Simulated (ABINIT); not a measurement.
# CsCaH3 (Pm-3m): a self-consistent loop beyond G0W0, cycle by cycle, part 2 of 3

Aim: iterate the self-energy on CsCaH3 (Pm-3m) and follow the gap from cycle to cycle.

ABINIT 10.8.3; LDA and many-body steps on it, plane waves. Known limits of the many-body steps: not at the basis limit; no spin-orbit coupling; coarse k mesh.

So far. Step 5 (evGW0, cycle 1): Against G0W0 in ABINIT (2×2×2 mesh, 76 bands, screening to 106.1 eV, Godby-Needs plasmon pole), the gap moves by +0.557 eV. This first cycle still uses the starting levels; it takes the full correction, at all points of the mesh, and its linearised value is 5.084 eV. Step 6 (evGW0, cycle 2): Against the cycle before, the gap moves by −0.157 eV.

**7. evGW0, cycle 3**

Level of this step: evGW0 on LDA, plane waves, norm-conserving pseudopotentials (ABINIT).

Contents of run.abi:

```
acell 3*1.0 Angstrom
rprim 
  4.621186000000 0.000000000000 0.000000000000
  0.000000000000 4.621186000000 0.000000000000
  0.000000000000 0.000000000000 4.621186000000
ntypat 3
znucl 55 20 1
natom 5
typat 1 2 3 3 3
xred 
  0.000000000000 0.000000000000 0.000000000000
  0.500000000000 0.500000000000 0.500000000000
  0.500000000000 0.000000000000 0.500000000000
  0.000000000000 0.500000000000 0.500000000000
  0.500000000000 0.500000000000 0.000000000000
pp_dirpath "pseudos"
pseudos "Cs.upf, Ca.upf, H.upf"
ecut 31
ngkpt 2 2 2
nshiftk 1
shiftk 0 0 0
kptopt 1
chksymbreak 0
istwfk *1
occopt 1
irdwfk 1
optdriver 4
nband 76
gwcalctyp 10
ecutsigx 31
symsigma 1
nkptgw 4
kptgw 
  0.0000000000 0.0000000000 0.0000000000
  0.5000000000 0.0000000000 0.0000000000
  0.5000000000 0.5000000000 0.0000000000
  0.5000000000 0.5000000000 0.5000000000
bdgw 
  6 23
  6 23
  6 23
  6 23
ecuteps 3.9
irdscr 1
ppmodel 1
irdqps 1
indata_prefix "in"
outdata_prefix "out"
tmpdata_prefix "tmp"
```

On the command line:

```
$ OMP_NUM_THREADS=1 mpirun -n 4 abinit run.abi > log
```

The program printed:

```text
.Version 10.8.3 of ABINIT. v10.8.2 released Aug 2026.

 Symmetries : space group Pm -3 m (#221); Bravais cP (primitive cubic)
[... echo of the input left out ...]
== DATASET  1 ==================================================================
-   mpi_nproc: 4, omp_nthreads: 1 (-1 if OMP is not activated)

--- !DatasetInfo
iteration_state: {dtset: 1, }
dimensions: {natom: 5, nkpt: 4, mband: 76, nsppol: 1, nspinor: 1, nspden: 1, mpw: 5520, }
cutoff_energies: {ecut:  31.0, pawecutdg:  -1.0, }
[...]
.  kptgw no:  2; Maximum DeltaE = (   0.009   0.000) for band index: 18
.  kptgw no:  3; Maximum DeltaE = (   0.001   0.003) for band index: 17
.  kptgw no:  4; Maximum DeltaE = (   0.016   0.000) for band index: 16

== END DATASET(S) ==============================================================
================================================================================

 -outvars: echo values of variables after computation  --------
           etotal      0.0000000000E+00
            nband          76
             nkpt           4
          spgroup         221
 [... the other variables as echoed above ...]

 Calculation completed.
```

Wall time 22 s (4 MPI ranks of Arm Neoverse V2, shared host); peak memory 1.1 GiB; 88 s of CPU time.

This step gave:

```
quasiparticle gap on the mesh                         : 5.49 eV
gap of the density functional on the mesh             : 2.810 eV
k of the valence top                                  : 0.5, 0.5, 0
k of the conduction bottom                            : 0.5, 0.5, 0
least direct quasiparticle gap on the computed points : 5.49 eV
```

Against the cycle before, the gap moves by +0.006 eV.

**8. Screening, 2×2×2 mesh, 76 bands, screening to 106.1 eV**

This step: RPA screening on LDA, plane waves, norm-conserving pseudopotentials.

Edit run.abi of step 7 so:

```diff
@@ -26,22 +26,13 @@
 irdwfk 1
-optdriver 4
+optdriver 3
 nband 76
+ecuteps 3.9
+inclvkb 2
+awtr 1
+symchi 1
 gwcalctyp 10
-ecutsigx 31
-symsigma 1
-nkptgw 4
-kptgw 
-  0.0000000000 0.0000000000 0.0000000000
-  0.5000000000 0.0000000000 0.0000000000
-  0.5000000000 0.5000000000 0.0000000000
-  0.5000000000 0.5000000000 0.5000000000
-bdgw 
-  6 23
-  6 23
-  6 23
-  6 23
-ecuteps 3.9
-irdscr 1
-ppmodel 1
-irdqps 1
+mbpt_sciss 2.732 eV
+nqptdm 1
+qptdm 
+  0 0 0
 indata_prefix "in"
```

The program printed:

```text
.Version 10.8.3 of ABINIT. v10.8.2 released Aug 2026.

 Symmetries : space group Pm -3 m (#221); Bravais cP (primitive cubic)
[... echo of the input left out ...]
== DATASET  1 ==================================================================
-   mpi_nproc: 4, omp_nthreads: 1 (-1 if OMP is not activated)

--- !DatasetInfo
iteration_state: {dtset: 1, }
dimensions: {natom: 5, nkpt: 4, mband: 76, nsppol: 1, nspinor: 1, nspden: 1, mpw: 5520, }
cutoff_energies: {ecut:  31.0, pawecutdg:  -1.0, }
electrons: {nelect:   2.20000000E+01, charge:   0.00000000E+00, occopt:   1.00000000E+00, tsmear:   1.00000000E-02, }

 SCREENING: Calculation of the susceptibility and dielectric matrices

 Based on a program developped by R.W. Godby, V. Olevano, G. Onida, and L. Reining.
 Incorporated in ABINIT by V. Olevano, G.-M. Rignanese, and M. Torrent.
.Using double precision arithmetic ; gwpc =  8

[... cell and pseudopotentials left out ...]
--------------------------------------------------------------------------------

 ==== K-mesh for the wavefunctions ====
 Number of points in the irreducible wedge :     4
[... list of points left out ...]
 Together with 48 symmetry operations and time-reversal symmetry
 yields     8 points in the full Brillouin Zone.

 ==== Q-mesh for the screening function ====
 Number of points in the irreducible wedge :     4
[... list of points left out ...]
 Together with 48 symmetry operations and time-reversal symmetry
 yields     8 points in the full Brillouin Zone.

 setmesh: FFT mesh size selected  =    30x   30x   30
          total number of points  =        27000

 vcoul_init : cutoff-mode = AUXILIARY_FUNCTION
 q-points for optical limit:   1
     1)      0.000010    0.000020    0.000030

 Dielectric matrix will be calculated only for some
 selected q points provided by the user through the input variables
 nqptdm and qptdm

- screening: taking advantage of time-reversal symmetry
- Maximum band index for partially occupied states nbvw = 11
- Remaining bands to be divided among processors   nbcw = 65
- Number of bands treated by each node ~16

 rdqps: reading QP wavefunctions of the previous step
        looking for file in_QPS
 file not found, 1st iteration initialized with KS eigenelements

 screening : performing a first self-consistency
 update of the energies in W by a scissor operator
 applying a scissor operator of [eV] :   2.732

 Number of electrons calculated from density =   22.0000; Expected =   22.0000
 average of density, n =  0.033034
 r_s =    1.9334
 omega_plasma =   17.5323 [eV]

 calculating chi0 at frequencies [eV] :
  1    0.000000E+00    0.000000E+00
  2    0.000000E+00    1.753228E+01

--------------------------------------------------------------------------------
  q-point number  1        q = ( 0.000000, 0.000000, 0.000000) [r.l.u.]
--------------------------------------------------------------------------------
[... chi0 elements left out ...]
 For q-point:  0.000010 0.000020 0.000030
  dielectric constant =   3.2406
  dielectric constant without local fields =   3.5607

  Average fulfillment of the sum rule on Im[epsilon] for q-point    1 :     73.53  [%]
[... wings left out ...]
== END DATASET(S) ==============================================================
================================================================================

 -outvars: echo values of variables after computation  --------
           etotal      0.0000000000E+00
            nband          76
             nkpt           4
          spgroup         221
 [... the other variables as echoed above ...]

 Calculation completed.
```

Run time: 5 s. Hardware: 4 MPI ranks; peak memory 0.61 GiB; 19 s of CPU time.

Numbers from this step:

- ε∞ with local fields, on this mesh, along the program's q direction: 3.241
- the same without local fields: 3.561
- plasma frequency: 17.53 eV
- plane waves in the screening matrix: 251

This screening uses the functional's bands under a rigid shift, the mean opening of the cycle before.

**9. Screening, 2×2×2 mesh, 76 bands, screening to 106.1 eV**

This step: RPA screening on LDA from quasiparticle energies, plane waves, norm-conserving pseudopotentials.

Edit run.abi of step 8 so:

```diff
@@ -32,7 +32,9 @@
 symchi 1
+irdqps 1
 gwcalctyp 10
-mbpt_sciss 2.732 eV
-nqptdm 1
+nqptdm 3
 qptdm 
-  0 0 0
+  0.5000000000 0.0000000000 0.0000000000
+  0.5000000000 0.5000000000 0.0000000000
+  0.5000000000 0.5000000000 0.5000000000
 indata_prefix "in"
```

Contents of mrgscr.stdin:

```
2
merged
q0_SCR
out_SCR
1
```

On the command line:

```
$ OMP_NUM_THREADS=1 mpirun -n 4 abinit run.abi > log; mrgscr < mrgscr.stdin
```

The program printed:

```text
.Version 10.8.3 of ABINIT. v10.8.2 released Aug 2026.

 Symmetries : space group Pm -3 m (#221); Bravais cP (primitive cubic)
[... echo of the input left out ...]
== DATASET  1 ==================================================================
-   mpi_nproc: 4, omp_nthreads: 1 (-1 if OMP is not activated)

--- !DatasetInfo
iteration_state: {dtset: 1, }
dimensions: {natom: 5, nkpt: 4, mband: 76, nsppol: 1, nspinor: 1, nspden: 1, mpw: 5520, }
cutoff_energies: {ecut:  31.0, pawecutdg:  -1.0, }
[...]
q-point number  1        q = ( 0.500000, 0.000000, 0.000000) [r.l.u.]
--------------------------------------------------------------------------------
[... chi0 elements left out ...]
  Average fulfillment of the sum rule on Im[epsilon] for q-point    2 :     84.02  [%]

--------------------------------------------------------------------------------
  q-point number  2        q = ( 0.500000, 0.500000, 0.000000) [r.l.u.]
--------------------------------------------------------------------------------
[... chi0 elements left out ...]
  Average fulfillment of the sum rule on Im[epsilon] for q-point    3 :     79.92  [%]

 [... 1 further q-points ...]
```

It took 3.8 s on 4 MPI ranks; peak memory 0.54 GiB; 15 s of CPU time.

Numbers from this step:

```yaml
plasma_frequency: 17.53 eV
plane_waves_in_the_screening_matrix: 251
```

This screening reads the quasiparticle levels of the cycle before.

**10. evGW, cycle 1**

This step: evGW on LDA, plane waves, norm-conserving pseudopotentials.

Edit run.abi of step 9 so:

```diff
@@ -26,12 +26,10 @@
 irdwfk 1
-optdriver 3
+optdriver 4
 nband 76
-ecuteps 3.9
-inclvkb 2
-awtr 1
-symchi 1
-irdqps 1
 gwcalctyp 10
-nqptdm 3
-qptdm 
+ecutsigx 31
+symsigma 1
+nkptgw 4
+kptgw 
+  0.0000000000 0.0000000000 0.0000000000
   0.5000000000 0.0000000000 0.0000000000
@@ -39,2 +37,11 @@
   0.5000000000 0.5000000000 0.5000000000
+bdgw 
+  6 23
+  6 23
+  6 23
+  6 23
+ecuteps 3.9
+irdscr 1
+ppmodel 1
+irdqps 1
 indata_prefix "in"
```

On the command line:

```
$ OMP_NUM_THREADS=1 mpirun -n 4 abinit run.abi > log
```

The program printed:

```text
.Version 10.8.3 of ABINIT. v10.8.2 released Aug 2026.

 Symmetries : space group Pm -3 m (#221); Bravais cP (primitive cubic)
[... echo of the input left out ...]
== DATASET  1 ==================================================================
-   mpi_nproc: 4, omp_nthreads: 1 (-1 if OMP is not activated)

--- !DatasetInfo
iteration_state: {dtset: 1, }
dimensions: {natom: 5, nkpt: 4, mband: 76, nsppol: 1, nspinor: 1, nspden: 1, mpw: 5520, }
cutoff_energies: {ecut:  31.0, pawecutdg:  -1.0, }
[...]
.  kptgw no:  2; Maximum DeltaE = (   0.337   0.000) for band index: 18
.  kptgw no:  3; Maximum DeltaE = (   0.306  -0.000) for band index: 17
.  kptgw no:  4; Maximum DeltaE = (   0.368  -0.000) for band index: 16

== END DATASET(S) ==============================================================
================================================================================

 -outvars: echo values of variables after computation  --------
           etotal      0.0000000000E+00
            nband          76
             nkpt           4
          spgroup         221
 [... the other variables as echoed above ...]

 Calculation completed.
```

It took 22 s on 4 MPI ranks; peak memory 1.1 GiB; 89 s of CPU time.

This step gave:

* quasiparticle gap on the mesh: 6.071 eV
* gap of the density functional on the mesh: 2.810 eV
* k of the valence top: 0.5, 0.5, 0
* k of the conduction bottom: 0.5, 0.5, 0
* least direct quasiparticle gap on the computed points: 6.071 eV

Against G0W0 in ABINIT (2×2×2 mesh, 76 bands, screening to 106.1 eV, Godby-Needs plasmon pole), the gap moves by +0.987 eV.

**11. Screening, 2×2×2 mesh, 76 bands, screening to 106.1 eV**

This step: RPA screening on LDA, plane waves, norm-conserving pseudopotentials.

Edit run.abi of step 10 so:

```diff
@@ -26,22 +26,13 @@
 irdwfk 1
-optdriver 4
+optdriver 3
 nband 76
+ecuteps 3.9
+inclvkb 2
+awtr 1
+symchi 1
 gwcalctyp 10
-ecutsigx 31
-symsigma 1
-nkptgw 4
-kptgw 
-  0.0000000000 0.0000000000 0.0000000000
-  0.5000000000 0.0000000000 0.0000000000
-  0.5000000000 0.5000000000 0.0000000000
-  0.5000000000 0.5000000000 0.5000000000
-bdgw 
-  6 23
-  6 23
-  6 23
-  6 23
-ecuteps 3.9
-irdscr 1
-ppmodel 1
-irdqps 1
+mbpt_sciss 3.325 eV
+nqptdm 1
+qptdm 
+  0 0 0
 indata_prefix "in"
```

The program printed:

```text
.Version 10.8.3 of ABINIT. v10.8.2 released Aug 2026.

 Symmetries : space group Pm -3 m (#221); Bravais cP (primitive cubic)
[... echo of the input left out ...]
== DATASET  1 ==================================================================
-   mpi_nproc: 4, omp_nthreads: 1 (-1 if OMP is not activated)

--- !DatasetInfo
iteration_state: {dtset: 1, }
dimensions: {natom: 5, nkpt: 4, mband: 76, nsppol: 1, nspinor: 1, nspden: 1, mpw: 5520, }
cutoff_energies: {ecut:  31.0, pawecutdg:  -1.0, }
[...]
[... chi0 elements left out ...]
 For q-point:  0.000010 0.000020 0.000030
  dielectric constant =   3.1026
  dielectric constant without local fields =   3.3958

  Average fulfillment of the sum rule on Im[epsilon] for q-point    1 :     75.30  [%]
[... wings left out ...]
== END DATASET(S) ==============================================================
================================================================================

 -outvars: echo values of variables after computation  --------
           etotal      0.0000000000E+00
            nband          76
             nkpt           4
          spgroup         221
 [... the other variables as echoed above ...]

 Calculation completed.
```

Wall time 5 s (4 MPI ranks); peak memory 0.61 GiB; 19 s of CPU time.

This step gave:

```
ε∞ with local fields, on this mesh, along the program's q direction : 3.103
the same without local fields                                       : 3.396
plasma frequency                                                    : 17.53 eV
plane waves in the screening matrix                                 : 251
```

This screening uses the functional's bands under a rigid shift, the mean opening of the cycle before.

**12. Screening, 2×2×2 mesh, 76 bands, screening to 106.1 eV**

This step: RPA screening on LDA from quasiparticle energies, plane waves, norm-conserving pseudopotentials.

Edit run.abi of step 11 so:

```diff
@@ -32,7 +32,9 @@
 symchi 1
+irdqps 1
 gwcalctyp 10
-mbpt_sciss 3.325 eV
-nqptdm 1
+nqptdm 3
 qptdm 
-  0 0 0
+  0.5000000000 0.0000000000 0.0000000000
+  0.5000000000 0.5000000000 0.0000000000
+  0.5000000000 0.5000000000 0.5000000000
 indata_prefix "in"
```

mrgscr.stdin is that of step 9.

On the command line:

```
$ OMP_NUM_THREADS=1 mpirun -n 4 abinit run.abi > log; mrgscr < mrgscr.stdin
```

The program printed:

```text
.Version 10.8.3 of ABINIT. v10.8.2 released Aug 2026.

 Symmetries : space group Pm -3 m (#221); Bravais cP (primitive cubic)
[... echo of the input left out ...]
== DATASET  1 ==================================================================
-   mpi_nproc: 4, omp_nthreads: 1 (-1 if OMP is not activated)

--- !DatasetInfo
iteration_state: {dtset: 1, }
dimensions: {natom: 5, nkpt: 4, mband: 76, nsppol: 1, nspinor: 1, nspden: 1, mpw: 5520, }
cutoff_energies: {ecut:  31.0, pawecutdg:  -1.0, }
[...]
q-point number  1        q = ( 0.500000, 0.000000, 0.000000) [r.l.u.]
--------------------------------------------------------------------------------
[... chi0 elements left out ...]
  Average fulfillment of the sum rule on Im[epsilon] for q-point    2 :     86.16  [%]

--------------------------------------------------------------------------------
  q-point number  2        q = ( 0.500000, 0.500000, 0.000000) [r.l.u.]
--------------------------------------------------------------------------------
[... chi0 elements left out ...]
  Average fulfillment of the sum rule on Im[epsilon] for q-point    3 :     81.74  [%]

 [... 1 further q-points ...]
```

It took 3.7 s on 4 MPI ranks; peak memory 0.54 GiB; 14 s of CPU time.

This step gave:

```
plasma frequency                    : 17.53 eV
plane waves in the screening matrix : 251
```

This screening reads the quasiparticle levels of the cycle before.

**13. evGW, cycle 2**

This step: evGW on LDA, plane waves, norm-conserving pseudopotentials.

Edit run.abi of step 12 so:

```diff
@@ -26,12 +26,10 @@
 irdwfk 1
-optdriver 3
+optdriver 4
 nband 76
-ecuteps 3.9
-inclvkb 2
-awtr 1
-symchi 1
-irdqps 1
 gwcalctyp 10
-nqptdm 3
-qptdm 
+ecutsigx 31
+symsigma 1
+nkptgw 4
+kptgw 
+  0.0000000000 0.0000000000 0.0000000000
   0.5000000000 0.0000000000 0.0000000000
@@ -39,2 +37,11 @@
   0.5000000000 0.5000000000 0.5000000000
+bdgw 
+  6 23
+  6 23
+  6 23
+  6 23
+ecuteps 3.9
+irdscr 1
+ppmodel 1
+irdqps 1
 indata_prefix "in"
```

On the command line:

```
$ OMP_NUM_THREADS=1 mpirun -n 4 abinit run.abi > log
```

The program printed:

```text
.Version 10.8.3 of ABINIT. v10.8.2 released Aug 2026.

 Symmetries : space group Pm -3 m (#221); Bravais cP (primitive cubic)
[... echo of the input left out ...]
== DATASET  1 ==================================================================
-   mpi_nproc: 4, omp_nthreads: 1 (-1 if OMP is not activated)

--- !DatasetInfo
iteration_state: {dtset: 1, }
dimensions: {natom: 5, nkpt: 4, mband: 76, nsppol: 1, nspinor: 1, nspden: 1, mpw: 5520, }
cutoff_energies: {ecut:  31.0, pawecutdg:  -1.0, }
[...]
.  kptgw no:  2; Maximum DeltaE = (   0.035   0.000) for band index: 14
.  kptgw no:  3; Maximum DeltaE = (   0.038  -0.000) for band index: 17
.  kptgw no:  4; Maximum DeltaE = (   0.042  -0.000) for band index: 16

== END DATASET(S) ==============================================================
================================================================================

 -outvars: echo values of variables after computation  --------
           etotal      0.0000000000E+00
            nband          76
             nkpt           4
          spgroup         221
 [... the other variables as echoed above ...]

 Calculation completed.
```

Elapsed: 22 s, on 4 MPI ranks; peak memory 1.1 GiB; 89 s of CPU time.

This step gave:

| Quantity | Value |
| --- | --- |
| quasiparticle gap on the mesh | 6.151 eV |
| gap of the density functional on the mesh | 2.810 eV |
| k of the valence top | 0.5, 0.5, 0 |
| k of the conduction bottom | 0.5, 0.5, 0 |
| least direct quasiparticle gap on the computed points | 6.151 eV |

Against the cycle before, the gap moves by +0.080 eV.

**14. Screening, 2×2×2 mesh, 76 bands, screening to 106.1 eV**

This step: RPA screening on LDA, plane waves, norm-conserving pseudopotentials.

Edit run.abi of step 13 so:

```diff
@@ -26,22 +26,13 @@
 irdwfk 1
-optdriver 4
+optdriver 3
 nband 76
+ecuteps 3.9
+inclvkb 2
+awtr 1
+symchi 1
 gwcalctyp 10
-ecutsigx 31
-symsigma 1
-nkptgw 4
-kptgw 
-  0.0000000000 0.0000000000 0.0000000000
-  0.5000000000 0.0000000000 0.0000000000
-  0.5000000000 0.5000000000 0.0000000000
-  0.5000000000 0.5000000000 0.5000000000
-bdgw 
-  6 23
-  6 23
-  6 23
-  6 23
-ecuteps 3.9
-irdscr 1
-ppmodel 1
-irdqps 1
+mbpt_sciss 3.402 eV
+nqptdm 1
+qptdm 
+  0 0 0
 indata_prefix "in"
```

The program printed:

```text
.Version 10.8.3 of ABINIT. v10.8.2 released Aug 2026.

 Symmetries : space group Pm -3 m (#221); Bravais cP (primitive cubic)
[... echo of the input left out ...]
== DATASET  1 ==================================================================
-   mpi_nproc: 4, omp_nthreads: 1 (-1 if OMP is not activated)

--- !DatasetInfo
iteration_state: {dtset: 1, }
dimensions: {natom: 5, nkpt: 4, mband: 76, nsppol: 1, nspinor: 1, nspden: 1, mpw: 5520, }
cutoff_energies: {ecut:  31.0, pawecutdg:  -1.0, }
[...]
[... chi0 elements left out ...]
 For q-point:  0.000010 0.000020 0.000030
  dielectric constant =   3.0861
  dielectric constant without local fields =   3.3762

  Average fulfillment of the sum rule on Im[epsilon] for q-point    1 :     75.53  [%]
[... wings left out ...]
== END DATASET(S) ==============================================================
================================================================================

 -outvars: echo values of variables after computation  --------
           etotal      0.0000000000E+00
            nband          76
             nkpt           4
          spgroup         221
 [... the other variables as echoed above ...]

 Calculation completed.
```

The job ended after 4.9 s (4 MPI ranks; peak memory 0.61 GiB; 19 s of CPU time).

Numbers from this step:

* ε∞ with local fields, on this mesh, along the program's q direction: 3.086
* the same without local fields: 3.376
* plasma frequency: 17.53 eV
* plane waves in the screening matrix: 251

This screening uses the functional's bands under a rigid shift, the mean opening of the cycle before.

(Part 2 of 3 ends here.)

[Paths, hosts, dates, memory and timing lines, banners, echoed tables and standing remarks are left out of the program output.]

[Logs are printed without paths, hosts, clocks, repeated set-up lines and the standing remarks that a program may print on its own settings, such as how far it seeks lower states.]

[Runs of the session that timed out or met a known fault of the program may be left out.]

[Hosts, paths, dates, database ids (printed as entryN), source tags and the programs' standing remarks are cut or masked in the printed files.]

[G0W0 gaps are taken among the corrected bands and points alone; a level outside them can change the order at an edge.]

[Where Ansatz stands beside ABINIT at settings called matched, ABINIT's density can come from a denser mesh and the files from another edition; pairs whose starting gaps differed by over 0.03 eV were left out, so agreement reads better than it is.]
